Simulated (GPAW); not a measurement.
TiO2 (Anatase, I4_1/amd), O K edge of atom 3, with 2 Ti at 1.93 Å and 1 Ti at 1.98 Å (distorted T-shaped, site symmetry 2mm). Method: GPAW, revPBE, full core hole (charged cell), 12-atom cell with 5.4 Å between holes, 5×5×5 k points, dipole transitions, Gaussian full width 0.9 eV up to 4 eV, rising linearly to 3.5 eV at 25 eV.

```xyz
6
Lattice="-1.8921 1.8921 4.7573 1.8921 -1.8921 4.7573 1.8921 1.8921 -4.7573" Properties=species:S:1:pos:R:3 pbc="T T T"
Ti    0.0000    1.8921    2.3786
Ti    0.0000    0.0000    0.0000
O     0.0000    0.0000    7.5346
O     0.0000    1.8921    0.3987
O     0.0000    1.8921    4.3586
O     0.0000    0.0000    1.9800
```

Energy from the lowest empty level; a common scale on which the isotropic spectrum has a mean of 1 over the first 20 eV.

```csv
E (eV),curve 1,curve 2
-2.0,0.00,0.00
-1.5,0.00,0.00
-1.0,0.00,0.00
-0.5,0.00,0.01
0.0,0.03,0.10
0.5,0.39,0.73
1.0,1.23,2.03
1.5,1.10,2.10
2.0,0.36,1.15
2.5,0.37,0.64
3.0,1.70,1.04
3.5,3.00,1.68
4.0,2.94,1.63
4.5,2.14,1.34
5.0,0.91,0.83
5.5,0.22,0.26
6.0,0.08,0.06
6.5,0.12,0.07
7.0,0.20,0.15
7.5,0.30,0.25
8.0,0.45,0.43
8.5,0.65,0.64
9.0,0.90,0.83
9.5,1.14,0.95
10.0,1.26,0.97
10.5,1.21,0.93
11.0,1.03,0.87
11.5,0.82,0.84
12.0,0.70,0.88
12.5,0.69,1.01
13.0,0.74,1.23
13.5,0.82,1.51
14.0,0.99,1.79
14.5,1.26,2.00
15.0,1.56,2.03
15.5,1.77,1.87
16.0,1.79,1.56
16.5,1.62,1.22
17.0,1.33,0.91
17.5,1.04,0.69
18.0,0.81,0.57
18.5,0.67,0.53
19.0,0.63,0.55
19.5,0.66,0.62
20.0,0.75,0.70
20.5,0.85,0.79
21.0,0.95,0.86
21.5,1.01,0.92
22.0,1.02,0.94
22.5,0.98,0.94
23.0,0.90,0.92
23.5,0.82,0.89
24.0,0.74,0.85
24.5,0.68,0.81
25.0,0.65,0.75
25.5,0.63,0.69
26.0,0.62,0.64
26.5,0.62,0.59
27.0,0.62,0.56
27.5,0.63,0.56
28.0,0.66,0.57
28.5,0.70,0.60
29.0,0.76,0.63
29.5,0.83,0.66
30.0,0.91,0.69
30.5,0.99,0.72
31.0,1.08,0.75
31.5,1.16,0.78
32.0,1.23,0.83
```

Q: The curves are for the electric vector along different Cartesian axes of the cell as given, averaged over the symmetry-equivalent atoms. Which is which?

Curve 1: along z (c), main maxima 1.2 eV (1.36), 3.7 eV (3.08) and 15.8 eV (1.81). Curve 2: along x (⊥ c) (the other in-plane axis gives the same curve within 3 %), main maxima 1.3 eV (2.31), 3.7 eV (1.71) and 14.8 eV (2.04). A K edge sees empty p states; the first features are O p mixed into the empty d states of the Ti neighbours, and the broad ones above probably into the cations' higher empty bands. Ti is d⁰ and octahedral here, so the pair, 2.5 eV apart, is its t₂g and e_g bands. Each direction probes the empty orbitals that point along it. The holes are only 5.4 Å apart, so the shape is probably not converged with cell size; no larger cell was run here. The mesh is coarse (0.27 Å⁻¹ between points), so small maxima may be mesh ripples.

[Banner, clock and machine lines of the logs are left out without a mark of their own.]

[Logs are printed without paths, hosts, clocks, repeated set-up lines and the standing remarks that a program may print on its own settings, such as how far it seeks lower states.]

[Hosts, paths, dates, database ids (printed as entryN), source tags and the programs' standing remarks are cut or masked in the printed files.]

[Lists of maxima count a maximum above −3 eV only where it reaches 4 % of the highest in the window and stands out from its surroundings by 2 % of it (1.5 % where it reaches 55 %); shoulders and weaker maxima are passed over, and of the rest the first, up to two pre-edge ones and the few strongest are named.]
